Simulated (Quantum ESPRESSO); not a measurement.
## MgO (Periclase): phonon deformation potentials, worked out

Aim: the phonon deformation potentials p and q of MgO (Periclase), tested on a biaxially strained cell.

Calculated with Quantum ESPRESSO 7.5; DFT PBEsol, scalar-relativistic, plane waves, PseudoDojo norm-conserving pseudopotentials.

The database entry behind the starting cell differs from later determinations by our own check (about 0.1 % long), so it need not match the best structure at ambient conditions.

## Step 1: The relaxed structure

It takes space group Fm-3m (No. 225, cubic). The conventional cell has a = 4.214 Å, b = 4.214 Å, c = 4.214 Å, α = 90.00°, β = 90.00°, γ = 90.00°. Nearest to Mg lie 6 O at 2.11 Å. Nearest to O lie 6 Mg at 2.11 Å. Farther neighbours and most contacts between anions are not listed.

This is the cell after its relaxation at this level of theory, not the database cell from which that began.

## Step 2: Uniaxial strain

The relaxed cell is stretched along z alone. This keeps all atoms on sites fixed by symmetry and splits the threefold mode into a singlet, polarised along z, and a doublet. The macroscopic field is left out, so these are transverse modes. Cutoff 92 Ry, k mesh 12×12×12.

From the response at ε_zz = 0.01:

The program printed:

```text
[banners, grids, parts of the stress and lines that vanish by symmetry left out]
Program PHONON v.7.5
     Reading xml data from directory:

[...]
Exchange-correlation= PBESOL
                           (   1   4  10   8   0   0   0)
[...]
kinetic-energy cut-off    =      92.0000  Ry
     charge density cut-off    =     368.0000  Ry
     convergence threshold     =      1.0E-18
[...]
Exchange-correlation= PBESOL
                           (   1   4  10   8   0   0   0)
[...]
q = (   0.0000000   0.0000000   0.0000000 )
     17 Sym.Ops. (with q -> -q+G )
     G cutoff =  298.5399  (  15225 G-vectors)     FFT grid: ( 36, 36, 36)
     number of k points=   163
[...]
Mode symmetry, D_4h(4/mmm) point group:
[...]
Representation #   1 mode #   1
[...]
End of self-consistent calculation
     Convergence has been achieved
     Representation #   2 mode #   2
[...]
End of self-consistent calculation
     Convergence has been achieved
     Representation #   3 modes #   3   4
[...]
End of self-consistent calculation
     Convergence has been achieved
     Representation #   4 modes #   5   6
[...]
End of self-consistent calculation
     Convergence has been achieved
[...]
q = (    0.000000000   0.000000000   0.000000000 )
[...]
freq (    1) =      -0.729221 [THz] =     -24.324206 [cm-1]
     freq (    2) =      -0.728131 [THz] =     -24.287842 [cm-1]
     freq (    3) =      -0.728131 [THz] =     -24.287842 [cm-1]
     freq (    4) =      10.603752 [THz] =     353.703084 [cm-1]
     freq (    5) =      11.603031 [THz] =     387.035445 [cm-1]
     freq (    6) =      11.603031 [THz] =     387.035445 [cm-1]
[...]
Mode symmetry, D_4h(4/mmm) point group:
     freq (   1-   1) =        -24.3  [cm-1]   --> A_2u X_4' M_4'  I
     freq (   2-   3) =        -24.3  [cm-1]   --> E_u  X_5' M_5'  I
     freq (   4-   4) =        353.7  [cm-1]   --> A_2u X_4' M_4'  I
     freq (   5-   6) =        387.0  [cm-1]   --> E_u  X_5' M_5'  I

   JOB DONE.
```

```csv
ε_zz,singlet (cm⁻¹),doublet (cm⁻¹),σ_zz (GPa),σ_xx (GPa)
-0.01,417.59,383.01,-3.097,-0.903
-0.005,401.29,384.16,-1.494,-0.440
0,385.21,385.21,0.014,0.014
0.005,369.36,386.17,1.431,0.459
0.01,353.70,387.04,2.762,0.894
```

Stress is counted positive in tension.

## Step 3: The fit

To first order ω² − ω₀² = p ε_zz + q (ε_xx + ε_yy) for the mode along z, and likewise for x and y. With ε_zz alone the singlet gives p and the doublet q.

The linear terms of parabolas through ω² are p = -16.60 ω₀² and q = 1.05 ω₀², with ω₀ = 385.2 cm⁻¹. Those of the stresses are C11 = 293 GPa and C12 = 90 GPa. Under hydrostatic strain p and q imply γ = −(p + 2q)/(6 ω₀²) = 2.42.

A layer held to an in-plane strain ε and free along z takes ε_zz = −2 (C12/C11) ε = -0.614 ε. To first order the singlet then shifts by (q − p C12/C11) ε / ω₀ = 2365 ε cm⁻¹. For ε = 0.004, ε_zz = -0.00245, the formulas for ω² predict 394.54 cm⁻¹ for the singlet and 372.52 cm⁻¹ for the doublet.

## Step 4: A biaxially strained cell

This run was no part of the fit.

The program printed:

```text
[banners, grids, parts of the stress and lines that vanish by symmetry left out]
[banner, memory and clock lines left out]
Program PHONON v.7.5

[...]
Exchange-correlation= PBESOL
                           (   1   4  10   8   0   0   0)
[...]
kinetic-energy cut-off    =      92.0000  Ry
     charge density cut-off    =     368.0000  Ry
     convergence threshold     =      1.0E-18
[...]
Exchange-correlation= PBESOL
                           (   1   4  10   8   0   0   0)
[...]
q = (   0.0000000   0.0000000   0.0000000 )
     17 Sym.Ops. (with q -> -q+G )
     G cutoff =  296.0308  (  15097 G-vectors)     FFT grid: ( 36, 36, 36)
     number of k points=   163
[...]
Mode symmetry, D_4h(4/mmm) point group:
[...]
Representation #   1 mode #   1
[...]
End of self-consistent calculation
     Convergence has been achieved
     Representation #   2 mode #   2
[...]
End of self-consistent calculation
     Convergence has been achieved
     Representation #   3 modes #   3   4
[...]
End of self-consistent calculation
     Convergence has been achieved
     Representation #   4 modes #   5   6
[...]
End of self-consistent calculation
     Convergence has been achieved
[...]
q = (    0.000000000   0.000000000   0.000000000 )
[...]
freq (    1) =      -0.730499 [THz] =     -24.366824 [cm-1]
     freq (    2) =      -0.730499 [THz] =     -24.366824 [cm-1]
     freq (    3) =      -0.729709 [THz] =     -24.340489 [cm-1]
     freq (    4) =      11.175778 [THz] =     372.783817 [cm-1]
     freq (    5) =      11.175778 [THz] =     372.783817 [cm-1]
     freq (    6) =      11.829558 [THz] =     394.591595 [cm-1]
[...]
Mode symmetry, D_4h(4/mmm) point group:
     freq (   1-   1) =        -24.4  [cm-1]   --> A_2u X_4' M_4'  I
     freq (   2-   3) =        -24.4  [cm-1]   --> E_u  X_5' M_5'  I
     freq (   4-   5) =        372.8  [cm-1]   --> E_u  X_5' M_5'  I
     freq (   6-   6) =        394.6  [cm-1]   --> A_2u X_4' M_4'  I
```

```csv
mode,predicted (cm⁻¹),run (cm⁻¹)
singlet,394.54,394.59
doublet,372.52,372.78
```

The stress along z is 0.009 GPa and that in the plane 1.287 GPa; the unstrained cell carries 0.014 GPa.

## Step 5: Summary of results

* p (in units of the squared frequency): -16.60
* q (same units): 1.045
* shift of the singlet per unit of biaxial strain: 2365 cm⁻¹
* C11 and C12: 293 and 90 GPa

What this shows: To first order, one per cent of tensile biaxial strain moves the singlet of MgO (Periclase) by 23.6 cm⁻¹ and the doublet by -31.2 cm⁻¹; the formulas miss the test run by up to 0.26 cm⁻¹. In the rock-salt structure this mode is infrared active and has no first-order Raman line. The third potential, r, needs shear strain, which was not run. The acoustic modes of the response miss zero by 24 cm⁻¹, a numerical error that can touch the optical modes as well. These are harmonic values at zero temperature.

[Host names and launcher messages were left out of these logs when they were recorded.]

[Logs are printed without paths, hosts, clocks, repeated set-up lines and the standing remarks that a program may print on its own settings, such as how far it seeks lower states.]

[Hosts, paths, dates, database ids (printed as entryN), source tags and the programs' standing remarks are cut or masked in the printed files.]
